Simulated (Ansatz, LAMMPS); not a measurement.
# Compressing and expanding amorphous Cd12Hg24S36 (72 atoms)

How stiff is amorphous Cd12Hg24S36 (72 atoms)?

Program: Ansatz 0.2.0. Level of theory: Kohn-Sham DFT, PBE, PAW (set soft_1, large core), plane waves. Results are calculated unless marked as measured.

### Step 1. Set-up

The cell holds 72 atoms: 12 Cd, 24 Hg and 36 S. Its edges and angles: a = 12.348 Å, b = 12.348 Å, c = 12.348 Å, α = 90.0°, β = 90.0°, γ = 90.0°. 72 atoms (12 Cd, 24 Hg, 36 S) placed at random at 6.45 g/cm³, melted at 2500 K for 10 ps at fixed volume with the Stillinger-Weber II-VI potential (Zhou et al., Phys. Rev. B 88, 085309 (2013)). Quenched from 2500 K to 100 K at 100 K/ps and fixed volume, held 5 ps, then minimised at fixed cell.

What the set-up can't give: The quench rate of 100 K/ps far exceeds what a furnace or splat quench reaches, so expect more defects and frozen-in strain than in a real sample. The network of bonds at the start is that of the classical potential that made the cell, and needn't be the one that DFT or experiment would give. The Brillouin zone is sampled at Γ only. The levels lack spin–orbit coupling, which is large for the heavy elements here.

### Step 2. Single point at the start

A single point comes first, to see the forces before anything moves.

Contents of input.yaml:

```yaml
crystal:
  lattice:
    - [12.3485, 0.0, 0.0]
    - [0.0, 12.3485, 0.0]
    - [0.0, 0.0, 12.3485]
  atoms:
    - { symbol: Cd, position: [0.95293, 0.02792, 0.09141] }
    - { symbol: Cd, position: [0.7258, 0.09152, 0.69419] }
    - { symbol: Cd, position: [0.23364, 0.39629, 0.70807] }
    - { symbol: Cd, position: [0.70893, 0.85349, 0.9387] }
    - { symbol: Cd, position: [0.2063, 0.09618, 0.88174] }
    - { symbol: Cd, position: [0.21351, 0.73697, 0.54088] }
    - { symbol: Cd, position: [0.3605, 0.56275, 0.16679] }
    - { symbol: Cd, position: [0.83924, 0.55418, 0.68648] }
    - { symbol: Cd, position: [0.56003, 0.40941, 0.60705] }
    - { symbol: Cd, position: [0.99231, 0.70507, 0.23246] }
    - { symbol: Cd, position: [0.09764, 0.3693, 0.08465] }
    - { symbol: Cd, position: [0.60746, 0.57061, 0.90628] }
    - { symbol: Hg, position: [0.82976, 0.46004, 0.13609] }
    - { symbol: Hg, position: [0.46386, 0.64143, 0.36651] }
    - { symbol: Hg, position: [0.71485, 0.56575, 0.39489] }
    - { symbol: Hg, position: [0.04938, 0.13163, 0.62816] }
    - { symbol: Hg, position: [0.82662, 0.23976, 0.3336] }
    - { symbol: Hg, position: [0.55294, 0.08455, 0.06438] }
    - { symbol: Hg, position: [0.55048, 0.85788, 0.5767] }
    - { symbol: Hg, position: [0.34609, 0.99501, 0.34874] }
    - { symbol: Hg, position: [0.91919, 0.77868, 0.50886] }
    - { symbol: Hg, position: [0.45734, 0.96077, 0.82329] }
    - { symbol: Hg, position: [0.10701, 0.44386, 0.38082] }
    - { symbol: Hg, position: [0.11814, 0.5821, 0.86881] }
    - { symbol: Hg, position: [0.61371, 0.1219, 0.42108] }
    - { symbol: Hg, position: [0.38623, 0.31573, 0.96088] }
    - { symbol: Hg, position: [0.95548, 0.23266, 0.84341] }
    - { symbol: Hg, position: [0.59188, 0.33579, 0.18573] }
    - { symbol: Hg, position: [0.70216, 0.87348, 0.26357] }
    - { symbol: Hg, position: [0.2493, 0.86808, 0.13797] }
    - { symbol: Hg, position: [0.3413, 0.72678, 0.85796] }
    - { symbol: Hg, position: [0.97127, 0.86874, 0.77114] }
    - { symbol: Hg, position: [0.10515, 0.16202, 0.35914] }
    - { symbol: Hg, position: [0.28748, 0.1831, 0.16232] }
    - { symbol: Hg, position: [0.39738, 0.32296, 0.37852] }
    - { symbol: Hg, position: [0.90626, 0.37458, 0.56575] }
    - { symbol: S, position: [0.68749, 0.44588, 0.76497] }
    - { symbol: S, position: [0.8868, 0.44032, 0.34826] }
    - { symbol: S, position: [0.24984, 0.40135, 0.23308] }
    - { symbol: S, position: [0.74552, 0.98749, 0.09558] }
    - { symbol: S, position: [0.50626, 0.17306, 0.86386] }
    - { symbol: S, position: [0.29927, 0.16083, 0.47926] }
    - { symbol: S, position: [0.54046, 0.74195, 0.77979] }
    - { symbol: S, position: [0.01607, 0.56668, 0.07153] }
    - { symbol: S, position: [0.48256, 0.14982, 0.25335] }
    - { symbol: S, position: [0.01227, 0.03404, 0.89649] }
    - { symbol: S, position: [0.1124, 0.89824, 0.61867] }
    - { symbol: S, position: [0.74217, 0.23748, 0.85083] }
    - { symbol: S, position: [0.11575, 0.32281, 0.55516] }
    - { symbol: S, position: [0.33631, 0.02148, 0.02639] }
    - { symbol: S, position: [0.53419, 0.06775, 0.60912] }
    - { symbol: S, position: [0.18116, 0.30409, 0.89681] }
    - { symbol: S, position: [0.7658, 0.89017, 0.73453] }
    - { symbol: S, position: [0.9365, 0.66878, 0.82881] }
    - { symbol: S, position: [0.38431, 0.8183, 0.45057] }
    - { symbol: S, position: [0.74226, 0.93419, 0.45866] }
    - { symbol: S, position: [0.99632, 0.98508, 0.42486] }
    - { symbol: S, position: [0.76765, 0.6613, 0.99755] }
    - { symbol: S, position: [0.40881, 0.28927, 0.66998] }
    - { symbol: S, position: [0.0652, 0.64652, 0.41839] }
    - { symbol: S, position: [0.0572, 0.89739, 0.20945] }
    - { symbol: S, position: [0.28759, 0.03879, 0.6997] }
    - { symbol: S, position: [0.7286, 0.6912, 0.57539] }
    - { symbol: S, position: [0.78671, 0.68815, 0.23622] }
    - { symbol: S, position: [0.62627, 0.35123, 0.40948] }
    - { symbol: S, position: [0.2449, 0.68176, 0.04419] }
    - { symbol: S, position: [0.27904, 0.60868, 0.69365] }
    - { symbol: S, position: [0.85278, 0.1613, 0.54001] }
    - { symbol: S, position: [0.986, 0.21546, 0.18284] }
    - { symbol: S, position: [0.49578, 0.46422, 0.05127] }
    - { symbol: S, position: [0.4936, 0.59597, 0.58136] }
    - { symbol: S, position: [0.75386, 0.24568, 0.09011] }
kpoints:
  mp_grid: { grid: [1, 1, 1] }
hamiltonian:
  xc: pbe
  pseudopotentials: { kind: paw, core: large, azcp: { folder: soft_1 } }
scf:
  occupations: { method: gaussian, width: 0.025 }
output:
  forces: true
```

Started as:

```
ansatz run input.yaml --threads 4 --pin off --max-ram 8192MiB --backend cpu --events-out ev --progress --plain --runs-dir out
```

Numbers of over 12 decimals in the logs are rounded to 6 here.

The program printed:

```text
[...]
Pseudopotentials: kind: paw
Pseudopotential: Cd, paw, valence charge 20, recommended cutoff 420 eV (normal), soft_1/Cd.paw.azcp
Pseudopotential: Hg, paw, valence charge 12, recommended cutoff 420 eV (normal), soft_1/Hg.paw.azcp#standard-large-core
Pseudopotential: S, paw, valence charge 6, recommended cutoff 420 eV (normal), soft_1/S.paw.azcp
[... 5 lines on functional and potentials left out ...]
Crystal: 72 atoms, lattice volume = 1882.967 Å³
Basis set: ecut = 420 eV, 36785 PW (Γ), exchange–correlation on 180×180×180 points (8 copies of the dense FFT grid, shifted against one another)
Bands: 444, of which v1, the nominal top of the filled ones, is band 372 counted from 1 (371 counted from 0)
Symmetry: 1 space group operations
Space group: P1 (ITA 1), of the structure as read, at distance tolerance 1.2e-4 Å
k-points: 1
[... 7 lines on functional and potentials left out ...]
Initial density: superposition of atomic densities (chi_scale 0.1, normalization cell, long waves kept (reshape's long-wave potential 0.56 eV rms))
Initial wavefunctions: pseudopotential atomic-orbital guess
[...]
SCF iter   1: F=—  HF=-395799.142615 eV  |F-HF|=—  |Δ(HF+E_count)|=         —  Δρ=3.80e-2  dr2=1.25e2  ethr=3.10e-3  ⟨swp⟩=6.0  Hψ=1743  notcnv=0  defer=26
preconditioner: auto → Resta (q_TF=auto, 2.337 Å⁻¹)  ε∞=6.5  [insulator: Δε(μ)=0.126 eV  Ē_g=9.281 eV  σ=0.025 eV  W_gap=1.00  n_scr=436 (ndim 8)  ℏωp=21.8 eV  f_vac=0.067  D(μ)=0.16/eV (n_scr^D=0)  ε∞_Penn≈6.5]
SCF iter   2: F=—  HF=-395788.302062 eV  |F-HF|=—  |Δ(HF+E_count)|=    1.08e1  Δρ=2.80e-2  dr2=5.81e1  ethr=3.10e-3  ⟨swp⟩=3.0  Hψ=848  notcnv=0  defer=65
SCF iter   3: F=—  HF=-395783.376167 eV  |F-HF|=—  |Δ(HF+E_count)|=    4.93e0  Δρ=1.51e-2  dr2=1.61e1  ethr=3.10e-3  ⟨swp⟩=3.0  Hψ=800  notcnv=0  defer=52
automatic band count: iteration 3 solves 431 bands in place of 444: the levels show a gap, and the empty bands left out lie too high to hold charge; the band table lists the bands solved (type scf.n_extra_bands for more)
SCF iter   4: F=—  HF=-395782.397894 eV  |F-HF|=—  |Δ(HF+E_count)|=   9.78e-1  Δρ=1.02e-2  dr2=7.08e0  ethr=2.16e-3  ⟨swp⟩=2.0  Hψ=442  notcnv=0  defer=52
SCF iter   5: F=—  HF=-395781.900888 eV  |F-HF|=—  |Δ(HF+E_count)|=   4.97e-1  Δρ=6.72e-3  dr2=2.95e0  ethr=9.51e-4  ⟨swp⟩=6.0  Hψ=993  notcnv=0  defer=45
automatic band count: iteration 5 solves 444 bands in place of 431: the levels no longer show a gap clear of their residuals, so the SCF keeps every band
SCF iter   6: F=—  HF=-395781.808792 eV  |F-HF|=—  |Δ(HF+E_count)|=   9.21e-2  Δρ=6.20e-3  dr2=2.81e0  ethr=3.97e-4  ⟨swp⟩=2.0  Hψ=512  notcnv=0  defer=65
SCF iter   7: F=—  HF=-395781.761488 eV  |F-HF|=—  |Δ(HF+E_count)|=   4.73e-2  Δρ=2.97e-3  dr2=6.11e-1  ethr=3.78e-4  ⟨swp⟩=1.0  Hψ=379  notcnv=0  defer=65
[...]
SCF iter  25: F=—  HF=-395781.751738 eV  |F-HF|=—  |Δ(HF+E_count)|=   1.15e-8  Δρ=1.61e-6  dr2=1.70e-7  ethr=1.34e-11  ⟨swp⟩=3.0  Hψ=1116  notcnv=0
SCF iter  26: F=-395781.751738 eV  HF=-395781.751738 eV  |F-HF|=3.03e-9  |Δ(HF+E_count)|=   4.89e-9  Δρ=7.12e-7  dr2=2.19e-8  ethr=1.34e-11  ⟨swp⟩=2.0  Hψ=838  notcnv=0
SCF 1 converged in 26 iterations: F = -395781.751738 eV  dr2 = 2.19e-8
[...]
SCF converged after 26 iterations
Free energy (F): -395781.751738 eV
Harris-Foulkes:  -395781.751738 eV  (|F-HF|=3.03e-9)
Internal energy: -395781.725826 eV  (E = F + TS)
E sigma→0 (E₀):  -395781.738782 eV
Entropy (-TS):   -0.025913 eV (-0.360 meV/atom)
Fermi energy:    6.718389 eV
--- Per-component energies (eV) ---
[...]
Σ components = -395781.751738   (vs F -395781.751738, Δ=0.00e0)
--- Forces (eV/Å), atoms counted from 1 ---
  atom   1  Cd     0.00813598     0.05122750     0.04084362
  atom   2  Cd    -0.14922261    -0.00065874     0.46415448
  atom   3  Cd     0.64601023     0.11072835    -0.22684728
  atom   4  Cd     0.37888896    -0.18621502    -0.60442392
[...]
atom  72  S     -0.07230946     1.41209752     0.93845334
  max |Σ_I F_I| component: 1.24e-5 eV/Å
```

Elapsed: 48 s, on 4 threads of Arm Neoverse V1, shared host; peak memory 2.6 GiB.

The program notes that potentials were chosen by core size.

The r.m.s. force at the start is 0.44 eV/Å.

### Step 3. Cell and atoms relaxed

The cell is relaxed with the atoms, since the starting lattice needn't suit this functional.

Contents of input.yaml:

```yaml
crystal:
  lattice:
    - [12.3485, 0.0, 0.0]
    - [0.0, 12.3485, 0.0]
    - [0.0, 0.0, 12.3485]
  atoms:
    [... the 72 atom lines of step 2 ...]
kpoints:
  mp_grid: { grid: [1, 1, 1] }
hamiltonian:
  xc: pbe
  pseudopotentials: { kind: paw, core: large, azcp: { folder: soft_1 } }
scf:
  occupations: { method: gaussian, width: 0.025 }
output:
  forces: true
relax:
  f_tol: 0.05
  max_steps: 150
  cell: {}
```

The program printed:

```text
[...]
Crystal: 72 atoms, lattice volume = 1882.967 Å³
Basis set: ecut = 420 eV, 36785 PW (Γ), exchange–correlation on 180×180×180 points (8 copies of the dense FFT grid, shifted against one another)
Bands: 447, of which v1, the nominal top of the filled ones, is band 372 counted from 1 (371 counted from 0)
Symmetry: 1 space group operations
[...]
k-points: 1
[...]
SCF iter   1: F=—  HF=-395799.143899 eV  |F-HF|=—  |Δ(HF+E_count)|=         —  Δρ=3.80e-2  dr2=1.25e2  ethr=3.10e-3  ⟨swp⟩=7.0  Hψ=1771  notcnv=0  defer=29
[...]
SCF iter  24: F=—  HF=-395781.751738 eV  |F-HF|=—  |Δ(HF+E_count)|=   8.25e-8  Δρ=2.98e-6  dr2=7.22e-7  ethr=6.34e-11  ⟨swp⟩=2.0  Hψ=443  notcnv=0  defer=68
SCF iter  25: F=-395781.751738 eV  HF=-395781.751738 eV  |F-HF|=2.79e-8  |Δ(HF+E_count)|=   9.78e-9  Δρ=1.30e-6  dr2=8.15e-8  ethr=1.34e-11  ⟨swp⟩=3.0  Hψ=1224  notcnv=0
SCF 1 converged in 25 iterations: F = -395781.751738 eV  dr2 = 8.15e-8
[...]
relax step   1: F+E_penalty+E_count = -395781.75173841 eV  Δ(F+E_penalty+E_count) = +0.000e0 eV  max|allowed force component| = 1.412e0 eV/Å  Δτ_max = 0.0000 Å  P = -0.441 GPa  Ω = 1882.967 Å³  (25 SCF iters, dr2 threshold 1.00e-7 eV, accepted)
[... from here on, the SCF cycles and remarks between the steps are left out ...]
relax step   2: F+E_penalty+E_count = -395785.34468060 eV  Δ(F+E_penalty+E_count) = -3.593e0 eV  max|allowed force component| = 9.654e-1 eV/Å  Δτ_max = 0.1956 Å  P = -0.055 GPa  Ω = 1875.201 Å³  energy of the carried Pulay correction = +1.297e-3 eV  (14 SCF iters, dr2 threshold 7.20e-6 eV, accepted)
relax step   3: F+E_penalty+E_count = -395787.44157340 eV  Δ(F+E_penalty+E_count) = -2.097e0 eV  max|allowed force component| = 7.802e-1 eV/Å  Δτ_max = 0.1950 Å  P = +0.340 GPa  Ω = 1877.916 Å³  energy of the carried Pulay correction = +8.430e-4 eV  (16 SCF iters, dr2 threshold 7.20e-6 eV, accepted)
relax step   4: F+E_penalty+E_count = -395789.62943479 eV  Δ(F+E_penalty+E_count) = -2.188e0 eV  max|allowed force component| = 5.035e-1 eV/Å  Δτ_max = 0.1902 Å  P = +0.219 GPa  Ω = 1905.582 Å³  energy of the carried Pulay correction = -3.747e-3 eV  (18 SCF iters, dr2 threshold 7.20e-6 eV, accepted)
relax step   5: F+E_penalty+E_count = -395791.44293158 eV  Δ(F+E_penalty+E_count) = -1.813e0 eV  max|allowed force component| = 6.516e-1 eV/Å  Δτ_max = 0.1954 Å  P = +0.245 GPa  Ω = 1930.184 Å³  energy of the carried Pulay correction = -7.773e-3 eV  (12 SCF iters, dr2 threshold 7.20e-6 eV, accepted)
relax step   6: F+E_penalty+E_count = -395793.10102769 eV  Δ(F+E_penalty+E_count) = -1.658e0 eV  max|allowed force component| = 8.730e-1 eV/Å  Δτ_max = 0.1952 Å  P = +0.075 GPa  Ω = 1963.254 Å³  energy of the carried Pulay correction = -1.310e-2 eV  (11 SCF iters, dr2 threshold 7.20e-6 eV, accepted)
relax step   7: F+E_penalty+E_count = -395794.15395083 eV  Δ(F+E_penalty+E_count) = -1.053e0 eV  max|allowed force component| = 7.847e-1 eV/Å  Δτ_max = 0.2000 Å  P = -0.004 GPa  Ω = 1992.614 Å³  energy of the carried Pulay correction = -1.776e-2 eV  (9 SCF iters, dr2 threshold 7.20e-6 eV, accepted)
relax step   8: F+E_penalty+E_count = -395795.19233987 eV  Δ(F+E_penalty+E_count) = -1.038e0 eV  max|allowed force component| = 4.905e-1 eV/Å  Δτ_max = 0.1930 Å  P = +0.010 GPa  Ω = 2015.027 Å³  energy of the carried Pulay correction = -2.127e-2 eV  (9 SCF iters, dr2 threshold 7.20e-6 eV, accepted)
relax step   9: F+E_penalty+E_count = -395795.89558939 eV  Δ(F+E_penalty+E_count) = -7.032e-1 eV  max|allowed force component| = 4.863e-1 eV/Å  Δτ_max = 0.1949 Å  P = +0.083 GPa  Ω = 2029.208 Å³  energy of the carried Pulay correction = -2.347e-2 eV  (8 SCF iters, dr2 threshold 7.20e-6 eV, accepted)
relax step  10: F+E_penalty+E_count = -395796.46959090 eV  Δ(F+E_penalty+E_count) = -5.740e-1 eV  max|allowed force component| = 4.641e-1 eV/Å  Δτ_max = 0.1963 Å  P = +0.019 GPa  Ω = 2043.331 Å³  energy of the carried Pulay correction = -2.564e-2 eV  (8 SCF iters, dr2 threshold 7.20e-6 eV, accepted)
relax step  11: F+E_penalty+E_count = -395796.95147100 eV  Δ(F+E_penalty+E_count) = -4.819e-1 eV  max|allowed force component| = 3.946e-1 eV/Å  Δτ_max = 0.1956 Å  P = +0.026 GPa  Ω = 2053.775 Å³  energy of the carried Pulay correction = -2.724e-2 eV  (8 SCF iters, dr2 threshold 7.20e-6 eV, accepted)
relax step  12: F+E_penalty+E_count = -395797.42203856 eV  Δ(F+E_penalty+E_count) = -4.706e-1 eV  max|allowed force component| = 3.059e-1 eV/Å  Δτ_max = 0.1952 Å  P = +0.006 GPa  Ω = 2062.895 Å³  energy of the carried Pulay correction = -2.863e-2 eV  (7 SCF iters, dr2 threshold 7.20e-6 eV, accepted)
relax step  13: F+E_penalty+E_count = -395798.11135908 eV  Δ(F+E_penalty+E_count) = -6.893e-1 eV  max|allowed force component| = 2.681e-1 eV/Å  Δτ_max = 0.2000 Å  P = -0.019 GPa  Ω = 2077.522 Å³  energy of the carried Pulay correction = -3.084e-2 eV  (8 SCF iters, dr2 threshold 5.85e-6 eV, accepted)
[...]
relax step  27: F+E_penalty+E_count = -395799.93113795 eV  Δ(F+E_penalty+E_count) = +3.435e-2 eV  max|allowed force component| = 1.689e-1 eV/Å  Δτ_max = 0.2000 Å  P = -0.003 GPa  Ω = 2178.651 Å³  energy of the carried Pulay correction = -4.571e-2 eV  (9 SCF iters, dr2 threshold 3.66e-7 eV, rejected (line search))
relax step  28: F+E_penalty+E_count = -395799.98025146 eV  Δ(F+E_penalty+E_count) = -1.476e-2 eV  max|allowed force component| = 4.136e-2 eV/Å  Δτ_max = 0.0975 Å  P = +0.009 GPa  Ω = 2180.885 Å³  energy of the carried Pulay correction = -4.603e-2 eV  (12 SCF iters, accepted)
relax step  29: F+E_penalty+E_count = -395799.98911085 eV  Δ(F+E_penalty+E_count) = -8.859e-3 eV  max|allowed force component| = 6.742e-2 eV/Å  Δτ_max = 0.0972 Å  P = -0.010 GPa  Ω = 2181.398 Å³  energy of the carried Pulay correction = -4.610e-2 eV  (12 SCF iters, accepted)
[...]
relax step  36: F+E_penalty+E_count = -395800.17135136 eV  Δ(F+E_penalty+E_count) = -3.258e-2 eV  max|allowed force component| = 9.882e-2 eV/Å  Δτ_max = 0.1964 Å  P = -0.037 GPa  Ω = 2184.461 Å³  energy of the carried Pulay correction = -4.654e-2 eV  (7 SCF iters, dr2 threshold 1.57e-6 eV, accepted)
relax step  37: F+E_penalty+E_count = -395800.17832923 eV  Δ(F+E_penalty+E_count) = -6.978e-3 eV  max|allowed force component| = 3.846e-1 eV/Å  Δτ_max = 0.1966 Å  P = -0.046 GPa  Ω = 2183.524 Å³  energy of the carried Pulay correction = -4.641e-2 eV  (8 SCF iters, dr2 threshold 6.10e-7 eV, accepted)
relax step  38: F+E_penalty+E_count = -395800.19977093 eV  Δ(F+E_penalty+E_count) = -2.144e-2 eV  max|allowed force component| = 2.088e-1 eV/Å  Δτ_max = 0.1575 Å  P = -0.023 GPa  Ω = 2185.482 Å³  energy of the carried Pulay correction = -4.669e-2 eV  (6 SCF iters, dr2 threshold 7.20e-6 eV, accepted)
relax step  39: F+E_penalty+E_count = -395800.20061728 eV  Δ(F+E_penalty+E_count) = -8.464e-4 eV  max|allowed force component| = 9.441e-2 eV/Å  Δτ_max = 0.0844 Å  P = -0.007 GPa  Ω = 2183.632 Å³  energy of the carried Pulay correction = -4.642e-2 eV  (7 SCF iters, dr2 threshold 2.72e-6 eV, accepted)
relax step  40: F+E_penalty+E_count = -395800.21546361 eV  Δ(F+E_penalty+E_count) = -1.485e-2 eV  max|allowed force component| = 7.720e-2 eV/Å  Δτ_max = 0.1155 Å  P = +0.010 GPa  Ω = 2186.093 Å³  energy of the carried Pulay correction = -4.678e-2 eV  (8 SCF iters, dr2 threshold 5.57e-7 eV, accepted)
relax step  41: F+E_penalty+E_count = -395800.21862844 eV  Δ(F+E_penalty+E_count) = -3.165e-3 eV  max|allowed force component| = 5.393e-2 eV/Å  Δτ_max = 0.0315 Å  P = +0.011 GPa  Ω = 2185.240 Å³  energy of the carried Pulay correction = -4.665e-2 eV  (7 SCF iters, dr2 threshold 3.72e-7 eV, accepted)
relax step  42: F+E_penalty+E_count = -395800.22201594 eV  Δ(F+E_penalty+E_count) = -3.387e-3 eV  max|allowed force component| = 3.119e-2 eV/Å  Δτ_max = 0.0573 Å  P = -0.000 GPa  Ω = 2185.053 Å³  energy of the carried Pulay correction = -4.663e-2 eV  (8 SCF iters, dr2 threshold 1.82e-7 eV, accepted)
relax step  43: F+E_penalty+E_count = -395800.33087450 eV  Δ(F+E_penalty+E_count) = -1.089e-1 eV  max|allowed force component| = 3.174e-2 eV/Å  Δτ_max = 0.0000 Å  P = +0.086 GPa  Ω = 2185.053 Å³  stress off target by 1.55e-1 GPa  SCF on the basis re-selected at this cell (its energy is not comparable with the rows above)  (8 SCF iters)
relax step  44: F+E_penalty+E_count = -395800.33717772 eV  Δ(F+E_penalty+E_count) = -6.303e-3 eV  max|allowed force component| = 1.967e-2 eV/Å  Δτ_max = 0.0218 Å  P = -0.005 GPa  Ω = 2195.537 Å³  energy of the carried Pulay correction = -1.540e-3 eV  (8 SCF iters, dr2 threshold 6.00e-8 eV, accepted)
relax step  45: F+E_penalty+E_count = -395800.33968725 eV  Δ(F+E_penalty+E_count) = -2.510e-3 eV  max|allowed force component| = 1.860e-2 eV/Å  Δτ_max = 0.0143 Å  P = -0.018 GPa  Ω = 2199.530 Å³  energy of the carried Pulay correction = -2.126e-3 eV  (10 SCF iters, accepted)
relax step  46: F+E_penalty+E_count = -395800.34114819 eV  Δ(F+E_penalty+E_count) = -1.461e-3 eV  max|allowed force component| = 1.782e-2 eV/Å  Δτ_max = 0.0179 Å  P = -0.013 GPa  Ω = 2201.764 Å³  energy of the carried Pulay correction = -2.454e-3 eV  (10 SCF iters, accepted)
relax step  47: F+E_penalty+E_count = -395800.34345391 eV  Δ(F+E_penalty+E_count) = -2.306e-3 eV  max|allowed force component| = 1.787e-2 eV/Å  Δτ_max = 0.0000 Å  P = -0.013 GPa  Ω = 2201.764 Å³  stress off target by 2.57e-2 GPa  SCF on the basis re-selected at this cell (its energy is not comparable with the rows above)  (5 SCF iters)
[...]
SCF converged after 5 iterations
Free energy (F): -395800.343454 eV
[...]
Internal energy: -395800.343454 eV  (E = F + TS)
E sigma→0 (E₀):  -395800.343454 eV
Fermi energy:    5.177030 eV
[...]
Σ components = -395800.343454   (vs F -395800.343454, Δ=0.00e0)
--- Forces (eV/Å), atoms counted from 1 ---
  atom   1  Cd     0.00721735    -0.00138938    -0.00124093
  atom   2  Cd     0.00418344    -0.00683649    -0.00701364
  atom   3  Cd     0.00473267     0.00465693     0.00458341
  atom   4  Cd     0.00304647     0.00461929     0.00108278
[...]
atom  72  S      0.00572599     0.00135585     0.00282557
  max |Σ_I F_I| component: 3.00e-7 eV/Å
--- Stress (GPa, compression-positive) ---
       -0.013768       0.009486       0.005680
        0.009486      -0.013238      -0.002467
        0.005680      -0.002467      -0.013200
  P = ⅓ Tr σ = -0.0134 GPa (-0.134 kbar)
--- Relaxed structure (45 steps of the walk, 44 accepted, 2 SCFs on fresh bases) ---
  F+E_penalty+E_count = -395800.34345391 eV   max|allowed force component| = 1.787e-2 eV/Å   (the final SCF, on the basis selected at the relaxed cell)
  cell:  # Å, volume = 2201.7636 Å³
    - [13.821659, -0.636443, 0.149428]
    - [-0.636443, 11.712507, 0.406566]
    - [0.149428, 0.406566, 13.651043]
  atoms:
    - { symbol: Cd, position: [0.953048, -0.012589, 0.099049] }
    - { symbol: Cd, position: [0.745553, 0.069154, 0.646682] }
    - { symbol: Cd, position: [0.246903, 0.386254, 0.699274] }
    - { symbol: Cd, position: [0.726532, 0.855425, 0.912235] }
[...]
- { symbol: S, position: [0.735068, 0.270635, 0.180491] }
```

The job ended after 24 min (4 threads; peak memory 3 GiB; 1.6 h of CPU time).

The relaxation converged after 45 steps, with a largest force component of 0.018 eV/Å.

(Part 1 of 2 ends here.)

[Logs are printed without paths, hosts, clocks, repeated set-up lines and the standing remarks that a program may print on its own settings, such as how far it seeks lower states.]

[Hosts, paths, dates, database ids (printed as entryN), source tags and the programs' standing remarks are cut or masked in the printed files.]
